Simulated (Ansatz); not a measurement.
# Structural relaxation of a frame of liquid methanol from 298 K (108 atoms)

How does a frame of liquid methanol from 298 K (108 atoms) relax, and what do bonds, charges and levels look like afterwards?

Main program and level: Ansatz 0.2.0; Kohn-Sham DFT, PBE+D3(BJ), PAW (set soft_2), plane waves.

## (1) Set-up

The cell holds 108 atoms: 18 C, 18 O and 72 H. Cell: a = 10.658 Å, b = 10.658 Å, c = 10.658 Å, α = 90.0°, β = 90.0°, γ = 90.0°. 18 methanol placed at random, at 0.791 g/cm³; overlaps pushed apart, then 10 ps at 398 K with MMFF94 bonds, angles, torsions, charges and radii (Halgren, J. Comput. Chem. 17, 490 (1996)) in harmonic and 12-6 forms. Snapshot after 20 ps at 298 K and fixed volume. The starting density is a measured one.

Limits known from the start: The network of contacts between molecules at the start is that of the classical potential that made the cell. The Brillouin zone is sampled at Γ only, in a cell whose shortest periodic width is 11 Å.

## (2) Single point at the start

A single point comes first, to see the forces before anything moves.

Input file input.yaml:

```yaml
crystal:
  lattice:
    - [10.65831, 0.0, 0.0]
    - [0.0, 10.65831, 0.0]
    - [0.0, 0.0, 10.65831]
  atoms:
    - { symbol: C, position: [0.6042, 0.11959, 0.95986] }
    - { symbol: O, position: [0.50974, 0.09301, 0.8705] }
    - { symbol: H, position: [0.69979, 0.10341, 0.91758] }
    - { symbol: H, position: [0.59085, 0.07411, 0.04717] }
    [... 98 atom lines left out ...]
    - { symbol: C, position: [0.20342, 0.38224, 0.4099] }
    - { symbol: O, position: [0.25932, 0.29624, 0.49207] }
    - { symbol: H, position: [0.26967, 0.46033, 0.40738] }
    - { symbol: H, position: [0.11184, 0.40746, 0.45244] }
    - { symbol: H, position: [0.19055, 0.34171, 0.31647] }
    - { symbol: H, position: [0.27019, 0.33769, 0.57131] }
kpoints:
  mp_grid: { grid: [1, 1, 1] }
hamiltonian:
  xc: pbe
  dispersion: d3bj
scf:
  occupations: { method: fixed }
output:
  forces: true
  stress: true
  populations: true
  dos:
    method: { smearing: { sigma: 0.15 } }
    de: 0.1
    projected: { site_lists: { C: [C], H: [H], O: [O] } }
  eigenvalues: true
```

Launch:

```sh
> ansatz run input.yaml --threads 4 --pin off --max-ram 8192MiB --backend cpu --events-out ev --progress --plain --runs-dir out
```

Wall time 13 s (4 threads of Intel Xeon Platinum 8488C (Sapphire Rapids), shared host); peak memory 1.2 GiB; 41 s of CPU time.

The run gave:

```
free energy                                      : -15878.4200 eV
free energy per atom                             : -147.0224 eV/atom
SCF cycles                                       : 9
pressure                                         : 2.213 GPa
r.m.s. force component                           : 0.8004 eV/Å
longest force                                    : 3.096 eV/Å
Fermi energy                                     : -1.835 eV
gap (highest filled to lowest empty level) : 4.025 eV
spilling of the projection                       : 0.01487
```

The r.m.s. force component of 0.80 eV/Å and the pressure of 2.2 GPa set the starting point.

Length of the force by element:

```tsv
element	coordination	atoms	mean length of the force (eV/Å)	spread	least	most
C	all	18	1.89	0.529	0.866	3.10
H	all	72	1.03	0.494	0.141	2.37
O	all	18	1.48	0.521	0.745	2.76
```

## (3) Relaxation

The atoms are relaxed in the fixed cell, aiming at the force tolerance of the input.

input.yaml, the sections that differ from step 2:

```yaml
output:
  forces: true
relax:
  f_tol: 0.03
  max_steps: 200
# crystal, kpoints, hamiltonian, scf: as in step 2
```

The job ended after 4.8 min (4 threads; peak memory 1.1 GiB; 16 min of CPU time).

Relaxation path (22 of 58):

```tsv
step	energy less that of the first step (eV)	largest force component (eV/Å)
1	0.0000	2.9067
4	-4.8868	0.3508
6	-5.1625	0.3200
9	-5.3468	0.2595
12	-5.5141	0.0956
15	-5.5884	0.3071
17	-5.6188	0.1410
20	-5.6329	0.0234
23	-5.6385	0.0808
25	-5.6440	0.1147
28	-5.6540	0.2337
31	-5.6644	0.0742
34	-5.6769	0.2290
36	-5.6859	0.0386
39	-5.6936	0.0577
42	-5.6969	0.2129
44	-5.7013	0.0904
47	-5.7051	0.1442
50	-5.7086	0.0411
53	-5.7124	0.0634
55	-5.7124	0.0635
58	-5.7145	0.0272
```

Relaxation steps 30, 42, 48, 54, 56 were tried and not accepted.

The atoms that moved most (Å):

```tsv
atom	dx	dy	dz	length
H22	-1.601	-1.847	1.309	2.773
H105	-2.455	-0.586	-0.320	2.544
H23	-2.148	-0.030	0.749	2.275
H59	0.519	-1.263	-1.801	2.260
H107	-1.848	-1.085	0.461	2.192
H57	0.784	-1.725	-0.022	1.895
H47	0.760	0.966	1.441	1.894
H16	-0.417	1.200	-1.297	1.816
```

The relaxation changed the energy by -52.9 meV/atom, and atoms moved by 1.1 Å r.m.s., 2.8 Å at most.

## (4) Structure statistics after relaxation

Bonds before and after, by the cutoffs listed below:

```tsv
pair	bonds before	bonds after	mean before (Å)	mean after (Å)	spread before (Å)	spread after (Å)
H-C	54	54	1.089	1.100	0.025	0.003
H-O	18	18	0.987	1.000	0.018	0.009
C-O	18	18	1.410	1.432	0.023	0.006
```

Density 0.791 g/cm³, 11.21 Å³ an atom.

g(r), total and by pair (bins of 0.2 Å):

```tsv
r (Å)	total	H-H	H-C	H-O	C-C	C-O	O-O
0.90	0.61	0.00	0.00	2.73	0.00	0.00	0.00
1.10	4.54	0.00	16.55	3.89	0.00	0.00	0.00
1.30	0.00	0.00	0.00	0.00	0.00	0.00	0.00
1.50	0.80	0.00	0.00	0.30	0.00	13.20	0.00
1.70	1.85	3.19	0.00	1.97	0.00	0.00	0.00
1.90	0.32	0.00	1.33	0.11	0.00	0.00	0.00
2.10	1.23	0.28	0.36	4.58	0.00	0.00	0.00
2.30	0.53	1.18	0.00	0.00	0.00	0.00	0.00
2.50	0.48	0.74	0.34	0.30	0.00	0.00	0.45
2.70	0.89	1.06	0.57	0.46	0.00	0.00	6.62
2.90	0.73	1.38	0.13	0.36	0.00	0.00	0.36
3.10	0.78	0.94	0.62	0.92	0.00	0.29	0.00
3.30	0.79	0.67	0.89	1.05	0.00	1.06	0.00
3.50	1.31	1.10	1.25	1.52	0.00	3.64	0.00
3.70	1.09	0.88	1.34	1.27	1.50	1.31	0.00
3.90	0.95	0.78	1.24	1.08	1.74	0.68	0.00
4.10	1.12	1.08	1.34	0.75	3.03	0.88	1.41
4.30	1.03	1.03	1.01	0.88	1.29	1.30	1.61
4.50	1.24	1.25	0.99	1.40	2.50	0.73	1.33
4.70	1.11	1.01	1.33	0.89	1.34	1.22	2.15
4.90	1.18	1.18	1.50	0.93	0.75	1.11	1.01
5.10	1.06	1.15	0.98	0.99	1.36	0.92	1.02
```

Bonds by pair of elements; cutoffs follow the first minimum of g(r), held within bounds set by covalent radii, and pairs that aren't listed don't count as bonded:

```tsv
pair A-B	cutoff (Å)	bonds	mean length (Å)	spread (Å)	shortest (Å)	B about A	A about B
H-C	1.34	54	1.1	0.003	1.09	0.75	3
H-O	1.21	18	1	0.009	0.982	0.25	1
C-O	1.73	18	1.43	0.006	1.42	1	1
```

How many atoms have how many bonded neighbours:

```tsv
element	mean	1	2	4
C	4	0	0	18
H	1	72	0	0
O	2	0	18	0
```

Bond angles (no mean is given where the spread exceeds 20°):

```tsv
angle	count	mean (°)	spread (°)
H-C-H	54	108	0.4
H-C-O	54	110	1.7
C-O-H	18	108	1
```

For some of the pairs, g(r) has its first main peak near 1.8 Å (H-H), 1.1 Å (H-C), 1.0 Å (H-O), 4.0 Å (C-C), 1.4 Å (C-O) and 2.7 Å (O-O). By these cutoffs all C atoms have 4, all H atoms have 1 and all O atoms have 2 bonded neighbours. The H-C-H angle averages 108° with a spread of 0.4°.

## (5) Single point at the relaxed geometry

One more single point at the end of the walk gives the fuller output and checks the residual forces.

Input file input.yaml:

```yaml
crystal:
  lattice:
    - [10.65831, 0.0, 0.0]
    - [0.0, 10.65831, 0.0]
    - [0.0, 0.0, 10.65831]
  atoms:
    - { symbol: C, position: [0.58468, 0.08079, 0.94824] }
    - { symbol: O, position: [0.45844, 0.09425, 0.9064] }
    - { symbol: H, position: [0.62931, 0.00994, 0.88805] }
    - { symbol: H, position: [0.59027, 0.04814, 0.04629] }
    [... 98 atom lines left out ...]
    - { symbol: C, position: [0.05482, 0.31326, 0.42148] }
    - { symbol: O, position: [0.18624, 0.28839, 0.43916] }
    - { symbol: H, position: [0.03935, 0.40536, 0.3774] }
    - { symbol: H, position: [0.00263, 0.30995, 0.5106] }
    - { symbol: H, position: [0.01717, 0.23994, 0.35974] }
    - { symbol: H, position: [0.21907, 0.34879, 0.50229] }
kpoints:
  mp_grid: { grid: [1, 1, 1] }
hamiltonian:
  xc: pbe
  dispersion: d3bj
scf:
  occupations: { method: fixed }
output:
  forces: true
  stress: true
  populations: intrinsic
  dos:
    method: { smearing: { sigma: 0.08 } }
    de: 0.1
    projected: { site_lists: { C: [C], H: [H], O: [O] } }
  eigenvalues: true
  write_density: true
  write_potential: true
  volumetric_format: npy
  elf: true
```

Run time: 13 s. Hardware: 4 threads; peak memory 1.2 GiB.

The program notes that the exchange-correlation potential is rough where the density is thin.

The run gave:

| Property | Result |
| --- | --- |
| free energy | -15884.1345 eV |
| free energy per atom | -147.0753 eV/atom |
| SCF cycles | 9 |
| pressure | -0.26 GPa |
| r.m.s. force component | 0.00401 eV/Å |
| longest force | 0.02957 eV/Å |
| Fermi energy | -1.989 eV |
| gap (highest filled to lowest empty level) | 4.533 eV |

Intrinsic-atomic-orbital charges by element:

```tsv
element	coordination	atoms	mean charge (e)	spread	least	most
C	all	18	-0.307	0.0081	-0.321	-0.287
H	all	72	0.221	0.0863	0.141	0.374
O	all	18	-0.576	0.0211	-0.624	-0.546
```

Density of states as counts of states in windows of 1 eV (from the Fermi level), total and the larger projections:

```tsv
from (eV)	to (eV)	total	O p	C p	H s
-10	-8	0.0	0.0	0.0	0.0
-8	-7	12.5	6.2	2.7	2.8
-7	-6	23.5	10.7	6.5	5.1
-6	-5	17.0	4.3	8.2	4.1
-5	-4	54.9	16.0	25.3	12.2
-4	-3	7.4	2.1	2.5	2.4
-3	-2	18.0	8.0	4.2	4.5
-2	-1	17.0	11.0	2.1	3.0
-1	0	28.0	21.7	2.0	3.9
0	1	1.6	1.3	0.1	0.2
1	4	0.0	0.0	0.0	0.0
4	5	2.0	0.0	0.2	0.9
```

The curve was stored every 0.100 eV, coarse against its broadening of 0.08 eV, so these counts are rough.

With fixed occupations the program's Fermi level is the highest filled level; weight inside the gap is the broadening of levels at its edges.

Between -21 and -10 eV lie 72 more states.

The levels nearest the highest filled one (over half full), pooled over k-points and spins:

```tsv
level less the highest filled one (eV)	occupation
-0.564	2
-0.526	2
-0.411	2
-0.198	2
-0.0421	2
0	2
4.53	0
5.15	0
5.32	0
5.34	0
5.47	0
5.67	0
```

Mean intrinsic-atomic-orbital charges: C -0.31, H +0.22, O -0.58 e. The largest share in the top eV of filled states is O p (79 % of the projected weight), and in the lowest eV of empty states H s (53 % of the projected weight).

## (6) Results

* energy change in the relaxation: -52.91 meV/atom
* r.m.s. displacement: 1.097 Å
* largest displacement: 2.773 Å
* free energy per atom: -147.0753 eV/atom
* pressure: -0.26 GPa
* r.m.s. force component: 0.00401 eV/Å
* gap (highest filled to lowest empty level): 4.533 eV
* wall time of the 3 DFT runs: 5.2 min

Relaxation lowers the energy by 52.9 meV/atom and moves atoms by 1.1 Å r.m.s.; the r.m.s. force component goes from 0.80 to 0.0040 eV/Å, the pressure goes from 2.2 to -0.26 GPa, and the gap from 4.03 to 4.53 eV. By the final cutoffs no bond was broken or made. From the first step to the last the energy fell by 5.715 eV, and the largest move was 2.77 Å (H22). The C-O bonds change most in mean length: from 1.410 Å (spread 0.023) to 1.432 Å (spread 0.006). Counting bonds as in the table, all C atoms have 4, all H atoms have 1 and all O atoms have 2 bonded neighbours. Between filled and empty levels lie 4.53 eV (at Γ alone); a semilocal functional tends to put such gaps too low. In a disordered cell it changes from sample to sample and from frame to frame.

What to keep in mind: The network of contacts between molecules at the start is that of the classical potential that made the cell; in DFT atoms moved by 1.1 Å r.m.s.

[Logs are printed without paths, hosts, clocks, repeated set-up lines and the standing remarks that a program may print on its own settings, such as how far it seeks lower states.]

[Hosts, paths, dates, database ids (printed as entryN), source tags and the programs' standing remarks are cut or masked in the printed files.]

[The MMFF94 radii named for the starting cell were scaled by 0.96; in molecules described by MMFF94, hydrogen bound to N, O or S took a small fixed 12-6 site in their place.]
